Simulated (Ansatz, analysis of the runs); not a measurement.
# Transmission past a defect: Cu wire along [110], 4 atoms a period, vacancy of one Cu, part 2 of 2

What does the defect do to the conductance?

Ansatz 0.2.0; DFT PBE, plane waves, PAW; relaxation of a wire's period (the session's first sound run).

So far, conductance of the lead as this run defines it (G₀): step 3 (the wire at its relaxed period) 3.78.

### 5. Transmission

This step: DFT PBE, plane waves, PAW; transmission of a junction in a wire (Ansatz 0.2.0).

The cell is now read as a scatterer between two semi-infinite leads, named by two sites one period apart. The scattering states in its self-consistent potential are matched to the leads' states at each energy. One point across is taken, as for a wire in vacuum.

input.yaml

```yaml
crystal:
  lattice:
    - [8.615, 0.0, 0.0]
    - [0.0, 10.65, 0.0]
    - [0.0, 0.0, 21.9077510561]
  atoms:
    - { symbol: Cu, position: [0.393193592, 0.44203737, 0.0] }
    - { symbol: Cu, position: [0.598664468, 0.331705733, 0.055555556] }
    - { symbol: Cu, position: [0.606806408, 0.55796263, 0.055555556] }
    - { symbol: Cu, position: [0.401335532, 0.668294267, 0.0] }
    - { symbol: Cu, position: [0.393193592, 0.44203737, 0.111111111] }
    - { symbol: Cu, position: [0.598664468, 0.331705733, 0.166666667] }
    - { symbol: Cu, position: [0.606806408, 0.55796263, 0.166666667] }
    - { symbol: Cu, position: [0.401335532, 0.668294267, 0.111111111] }
[... 23 atom lines left out ...]
    - { symbol: Cu, position: [0.393193592, 0.44203737, 0.888888889] }
    - { symbol: Cu, position: [0.598664468, 0.331705733, 0.944444444] }
    - { symbol: Cu, position: [0.606806408, 0.55796263, 0.944444444] }
    - { symbol: Cu, position: [0.401335532, 0.668294267, 0.888888889] }
kpoints:
  mp_grid: { grid: [1, 1, 4] }
scf:
  occupations: { method: fermi_dirac, width: 0.05 }
hamiltonian:
  xc: pbe
output:
  transmission:
    e_range: [-1.26, 1.26]
    de: 0.035
    kmesh: [1, 1]
    reduced_basis: true
    leads: [[31, 0]]
  dos: { projected: true, e_range: [-4, 3] }
  write_potential: true
  write_density: true
  volumetric_format: npy
  elf: true
basis:
  ecutwfc: "350 eV"
```

Run with:

```bash
$ ansatz run input.yaml --threads 4 --pin off --max-ram 16384MiB --backend cpu --events-out ev --progress --plain --runs-dir out
```

Elapsed: 6.4 min, on 4 threads of Arm Neoverse V1, shared host; peak memory 6 GiB.

This step gave:

```yaml
energy_at_zero_smearing: -231844.4075 eV
transmission_at_the_energy_nearest_the_fermi_level_one_spin: 2.912
step_of_the_lead_s_hamiltonian: 13.4 meV
conductance_of_the_junction: 2.912 G₀
```

Transmission, one spin against energy, zero at the Fermi level:

energy (eV), transmission, one spin and a bar from the least value:
```
    -1.26       1.86 #####
    -1.19       1.50 #
    -1.12       1.87 #####
    -1.08       1.85 #####
    -1.01       1.45 
    -0.91       2.26 ##########
    -0.84       2.51 #############
    -0.73       2.65 ###############
    -0.67       2.71 ################
    -0.56       2.77 #################
    -0.49       2.80 #################
    -0.39       2.83 ##################
    -0.32       2.85 ##################
    -0.21       2.87 ##################
    -0.14       2.89 ##################
    -0.04       2.90 ###################
     0.00       2.91 ###################
     0.04       2.92 ###################
     0.14       2.94 ###################
     0.21       2.96 ###################
     0.32       2.99 ####################
     0.39       3.01 ####################
     0.49       3.07 #####################
     0.56       3.13 #####################
     0.67       3.28 #######################
     0.73       3.45 #########################
     0.84       3.73 #############################
     0.91       3.80 ##############################
     1.01       3.58 ###########################
     1.08       3.31 ########################
     1.19       3.26 #######################
     1.26       3.78 ##############################
```

The open channels of the lead, one spin by energy, zero at the Fermi level:

| energy (eV) | open channels of the lead, one spin |
| --- | --- |
| -1.190 | 4 |
| -1.085 | 2 |
| -1.015 | 2 |
| -0.910 | 3 |
| -0.805 | 3 |
| -0.700 | 3 |
| -0.595 | 3 |
| -0.490 | 3 |
| -0.385 | 3 |
| -0.315 | 3 |
| -0.210 | 3 |
| -0.105 | 3 |
| 0.000 | 4 |
| 0.105 | 4 |
| 0.210 | 4 |
| 0.315 | 4 |
| 0.385 | 4 |
| 0.490 | 4 |
| 0.595 | 4 |
| 0.700 | 4 |
| 0.805 | 4 |
| 0.910 | 4 |
| 1.015 | 4 |
| 1.085 | 4 |
| 1.190 | 5 |

Projected DOS an atom over height of the atomic layer and energy from the Fermi level.  broadened by a Gaussian of 0.15 eV, since few k-points sample the long cell.

Values in states/eV, 12 rows by 16 columns, each cell a mean:
```
0.22 0.21 0.22 0.24 0.27 0.28 0.30 0.38 0.36 0.36 0.38 0.25 0.20 0.21 0.24 0.24
0.29 0.23 0.24 0.30 0.31 0.28 0.39 0.53 0.44 0.27 0.26 0.32 0.29 0.22 0.24 0.29
0.33 0.38 0.40 0.40 0.36 0.30 0.32 0.25 0.26 0.24 0.28 0.38 0.41 0.40 0.35 0.28
0.40 0.38 0.38 0.35 0.34 0.33 0.33 0.24 0.27 0.29 0.30 0.33 0.37 0.38 0.39 0.44
0.35 0.38 0.38 0.38 0.38 0.41 0.46 0.32 0.39 0.42 0.39 0.37 0.35 0.37 0.37 0.35
1.27 1.23 1.25 1.27 1.35 1.48 1.42 1.49 1.45 1.82 1.99 1.35 1.25 1.20 1.23 1.23
4.93 4.93 5.04 5.26 5.69 5.85 5.99 6.21 5.79 5.79 5.97 5.50 4.99 4.94 4.92 5.00
4.90 4.87 4.73 4.94 4.83 4.68 4.15 4.70 4.39 4.40 4.19 4.80 4.90 4.83 4.88 4.87
3.83 3.83 3.80 3.75 3.58 3.52 3.16 3.33 3.19 3.24 3.33 3.56 3.75 3.82 3.82 3.82
2.71 2.75 2.73 2.65 2.85 2.96 2.84 3.12 2.94 3.16 3.38 2.92 2.69 2.76 2.74 2.70
2.03 2.02 2.05 2.07 2.11 1.99 2.25 1.81 2.41 2.12 2.05 2.17 2.09 2.03 2.04 2.06
1.77 1.77 1.78 1.58 1.32 1.20 1.56 1.25 1.46 1.18 1.00 1.37 1.79 1.81 1.76 1.72
```
Columns: height of the atomic layer (Å) from 0 to 20.7 (not evenly spaced); rows upwards: energy from the Fermi level (eV) from -3.98 to 1.47.

ELF in the cb plane at fractional x = 0.607, with atoms of Cu within 0.2 Å of it. It is the smooth field of the valence electrons, not physical close to the nuclei.

Values, 13 rows by 16 columns, each cell a mean:
```
0.00 0.00 0.00 0.00 0.00 0.00 0.00 0.00 0.00 0.00 0.00 0.00 0.00 0.00 0.00 0.00
0.01 0.01 0.03 0.04 0.04 0.03 0.01 0.01 0.02 0.02 0.02 0.02 0.02 0.02 0.02 0.02
0.09 0.08 0.11 0.12 0.10 0.09 0.06 0.09 0.10 0.09 0.08 0.08 0.08 0.08 0.08 0.08
0.21 0.20 0.21 0.17 0.18 0.15 0.16 0.18 0.22 0.21 0.20 0.21 0.20 0.21 0.20 0.20
0.19 0.24 0.26 0.21 0.22 0.22 0.20 0.24 0.22 0.21 0.20 0.24 0.19 0.24 0.19 0.21
0.57 0.21 0.22 0.21 0.22 0.20 0.21 0.51 0.23 0.35 0.42 0.21 0.57 0.21 0.45 0.33
0.24 0.20 0.45 0.29 0.23 0.54 0.21 0.20 0.21 0.20 0.22 0.20 0.24 0.20 0.22 0.21
0.22 0.22 0.19 0.22 0.22 0.25 0.21 0.29 0.21 0.21 0.21 0.22 0.22 0.22 0.21 0.21
0.56 0.18 0.24 0.19 0.21 0.24 0.20 0.52 0.23 0.35 0.42 0.21 0.56 0.21 0.44 0.32
0.21 0.14 0.15 0.13 0.14 0.16 0.15 0.16 0.22 0.19 0.20 0.22 0.21 0.23 0.21 0.21
0.11 0.08 0.06 0.08 0.08 0.05 0.07 0.10 0.13 0.11 0.12 0.16 0.12 0.17 0.13 0.15
0.04 0.02 0.01 0.02 0.02 0.01 0.01 0.02 0.03 0.03 0.04 0.04 0.04 0.05 0.05 0.05
0.00 0.00 0.00 0.00 0.00 0.00 0.00 0.00 0.00 0.00 0.00 0.00 0.00 0.00 0.00 0.00
```
Columns run along c (16.0 Å, from fractional 0.27 to 1.00 of the cell), rows up along b (10.7 Å). Atoms in or near the plane, at fractional coordinates: Cu at (0.28, 0.33), Cu at (0.28, 0.56), Cu at (0.39, 0.50), Cu at (0.51, 0.48), Cu at (0.61, 0.36), Cu at (0.61, 0.58), Cu at (0.72, 0.33), Cu at (0.72, 0.56), Cu at (0.83, 0.33), Cu at (0.83, 0.56), Cu at (0.94, 0.33), Cu at (0.94, 0.56).

Valence density in the cb plane at fractional x = 0.607, with atoms of Cu within 0.2 Å of it. It is the smooth field of the valence electrons, not physical close to the nuclei.

Ten steps, logarithmic in the rise over the least value, from '0' (0 e/Å³) to '9' (45 e/Å³), each cell a mean:
```
00000000000000000000000000000000000000000000
00000000000000000000000000000000000000000000
00000000000000000000000000000000000000000000
00000000000000000000000000000000000000000000
00000000000000000000000000000000000000000000
00000000000000000000000000000000000000000000
00000000001331000000000000000000000000000000
00000000013542000000000000000000000000000000
22100000012331000002552100122100122100012210
77510011111111000015985112586311368521147741
99621135421011221115885112798411489721269951
66411269841115873112332001465211256410136631
11100158741126995101110000111100111100011110
11100023210014652112331000111000011100011110
55310000000001111015874101354200245310135521
99620000001000000026995112798411489721169951
88510000000000000013552102687311378621158841
33100000000000000000110000232100123210013310
00000000000000000000000000000000000000000000
00000000000000000000000000000000000000000000
00000000000000000000000000000000000000000000
00000000000000000000000000000000000000000000
00000000000000000000000000000000000000000000
00000000000000000000000000000000000000000000
```
Columns run along c (16.0 Å, from fractional 0.27 to 1.00 of the cell), rows up along b (10.7 Å). Atoms in or near the plane, at fractional coordinates: Cu at (0.28, 0.33), Cu at (0.28, 0.56), Cu at (0.39, 0.50), Cu at (0.51, 0.48), Cu at (0.61, 0.36), Cu at (0.61, 0.58), Cu at (0.72, 0.33), Cu at (0.72, 0.56), Cu at (0.83, 0.33), Cu at (0.83, 0.56), Cu at (0.94, 0.33), Cu at (0.94, 0.56).

Electrostatic potential energy in the cb plane at fractional x = 0.607, with atoms of Cu within 0.2 Å of it. With pseudopotentials it is smooth inside the atoms' cores, unlike the true potential.

Ten even steps from '0' (-53 eV) to '9' (4 eV), each cell a mean:
```
99999999999999999999999999999999999999999999
99999999999999999999999999999999999999999999
99999999999999999999999999999999999999999999
99999999999999999999999999999999999999999999
99999999999999999999999999999999999999999999
99999999999889999999999999999999999999999999
99999999997557999999999999999999999999999999
99999999985236899999889999999999999999999999
66899999987457999986336899767899876799986689
10379988888888999972002797201588510279830148
00169852368987668983003785000388300058710027
11489710038972014897557997312688621379841158
77899720048961003899889999878999987899987789
88899975689984226887557999888999988899988899
33589999999998789972004898423799732489853368
00179999998999999971002786100488400168720027
00279999998899999985236896100488400168730038
55789999999999999998889998655899855689975579
99999999999999999999999999999999999999999999
99999999999999999999999999999999999999999999
99999999999999999999999999999999999999999999
99999999999999999999999999999999999999999999
99999999999999999999999999999999999999999999
99999999999999999999999999999999999999999999
```
Columns run along c (16.0 Å, from fractional 0.27 to 1.00 of the cell; values clipped at the 3rd and 97th percentile), rows up along b (10.7 Å). Atoms in or near the plane, at fractional coordinates: Cu at (0.28, 0.33), Cu at (0.28, 0.56), Cu at (0.39, 0.50), Cu at (0.51, 0.48), Cu at (0.61, 0.36), Cu at (0.61, 0.58), Cu at (0.72, 0.33), Cu at (0.72, 0.56), Cu at (0.83, 0.33), Cu at (0.83, 0.56), Cu at (0.94, 0.33), Cu at (0.94, 0.56).

By hand: the program gives 2.4591 × 10^14 S/m² over the cell's cross-section of 91.75 Å² = 9.175 × 10^-19 m², so one cell conducts 2.256 × 10^-4 S. Divided by G0 = 2e²/h = 7.748 × 10^-5 S this is 2.91 G0, a resistance of 4.43 kΩ.

The conductance is 2.91 G₀, with 4 channels a spin open in the lead. The lead's Hamiltonian steps by 13.4 meV, which the program lets pass, though it counts in the error estimate.

### 6. Landauer integrals

This step: Landauer integrals over the computed T(E), interpolated linearly between its energies (analysis of the runs above).

Conductance and thermopower are moments of T(E) over the thermal window; sliding the window along E stands for a gate that leaves T(E) rigid.

This step gave:

| Property | Result |
| --- | --- |
| conductance at 300 K, interpolated from T(E) | 2.912 G₀ |
| thermopower at 300 K | -0.5449 μV/K |
| Lorenz number over L0 | 0.9996 |

T(E) held rigid; rough near sharp steps of T(E). Table of conductance at 300 K by shift of the leads' level:

shift of the leads' level (eV), conductance at 300 K (G₀) and a bar from the least value:
```
   -0.900       2.17 
   -0.800       2.56 #######
   -0.750       2.63 #########
   -0.650       2.72 ##########
   -0.550       2.78 ###########
   -0.450       2.81 ############
   -0.400       2.83 ############
   -0.300       2.85 #############
   -0.200       2.87 #############
   -0.150       2.88 #############
   -0.050       2.90 ##############
    0.050       2.92 ##############
    0.150       2.94 ###############
    0.200       2.96 ###############
    0.300       2.98 ###############
    0.400       3.02 ################
    0.450       3.05 #################
    0.550       3.12 ##################
    0.650       3.26 #####################
    0.750       3.49 #########################
    0.800       3.62 ###########################
    0.900       3.76 ##############################
```

T(E) held rigid; rough near sharp steps of T(E). Thermopower at 300 K against shift of the leads' level:

shift of the leads' level (eV), thermopower at 300 K (μV/K) and a bar from the least value:
```
   -0.900      -22.6 
   -0.850      -11.2 ###############
   -0.800       -5.7 ######################
   -0.750       -3.5 #########################
   -0.700       -2.5 ###########################
   -0.650       -1.9 ###########################
   -0.600       -1.5 ############################
   -0.550       -1.2 ############################
   -0.500       -1.0 #############################
   -0.450       -0.8 #############################
   -0.400       -0.7 #############################
   -0.350       -0.6 #############################
   -0.300       -0.6 #############################
   -0.250       -0.5 #############################
   -0.200       -0.5 #############################
   -0.150       -0.5 #############################
   -0.100       -0.5 #############################
   -0.050       -0.5 #############################
    0.000       -0.5 #############################
    0.050       -0.5 #############################
    0.100       -0.6 #############################
    0.150       -0.6 #############################
    0.200       -0.6 #############################
    0.250       -0.7 #############################
    0.300       -0.8 #############################
    0.350       -0.9 #############################
    0.400       -1.1 ############################
    0.450       -1.4 ############################
    0.500       -1.8 ###########################
    0.550       -2.4 ###########################
    0.600       -3.2 ##########################
    0.650       -4.1 ########################
    0.700       -5.0 #######################
    0.750       -5.3 #######################
    0.800       -4.7 ########################
    0.850       -2.8 ##########################
    0.900        0.1 ##############################
```

The two levels move by half the bias each and T(E) is held rigid. The current from the zero-bias T(E) by bias:

| bias (V) | current from the zero-bias T(E) (μA) |
| --- | --- |
| 0.000 | 0 |
| 0.100 | 22.6 |
| 0.200 | 45.1 |
| 0.300 | 67.7 |
| 0.400 | 90.3 |
| 0.500 | 113 |
| 0.600 | 135 |
| 0.700 | 158 |
| 0.800 | 181 |
| 0.900 | 203 |
| 1.000 | 226 |
| 1.100 | 249 |
| 1.200 | 272 |
| 1.300 | 295 |
| 1.400 | 318 |
| 1.500 | 342 |
| 1.600 | 366 |
| 1.700 | 390 |
| 1.800 | 413 |
| 1.900 | 435 |

By hand, Mott's formula: S = −(π²k²T/3e) d ln T/dE, and π²k²T/3e = 7.33 μV/K × eV at 300 K. The computed T is 2.90 at -0.070 eV and 2.93 at +0.070 eV, so d ln T/dE ≈ 0.0758 per eV and S ≈ -0.556 μV/K, against -0.545 from the integrals.

The thermopower is -0.545 μV/K. The Lorenz ratio is 1.00, where the Wiedemann-Franz law gives 1. Moving the level by up to 0.1 eV either way gives -0.55 to -0.46 μV/K.

### 7. What came out

```yaml
conductance_of_the_perfect_wire: 3.78 G₀
conductance_vacancy_of_one_cu: 2.91 G₀
thermopower_vacancy_of_one_cu: -0.545 μV/K
```

In words: Summed over the computed window, 80 % of the lead's open channels pass the defect; the conductance at 300 K is 2.91 G₀. With vacancy of one Cu, 75 % of the conductance of that run's own lead (3.89 G₀) is left. Transport is coherent and elastic here: the atoms are frozen, so scattering by vibrations plays no part. With vacancy of one Cu several atoms of the wire itself moved far in the relaxation, so the changed stretch between the held leads may scatter as well as the defect. The free region is short: held atoms still bear up to 0.7 eV/Å after a relaxation. A cutoff under the files' recommended one was taken to save time; its effect on T(E) was not tested here. A cell with an odd number of electrons ran without spin; a level of the scatterer near the Fermi level could split if spin were allowed.

[Logs are printed without paths, hosts, clocks, repeated set-up lines and the standing remarks that a program may print on its own settings, such as how far it seeks lower states.]

[Hosts, paths, dates, database ids (printed as entryN), source tags and the programs' standing remarks are cut or masked in the printed files.]
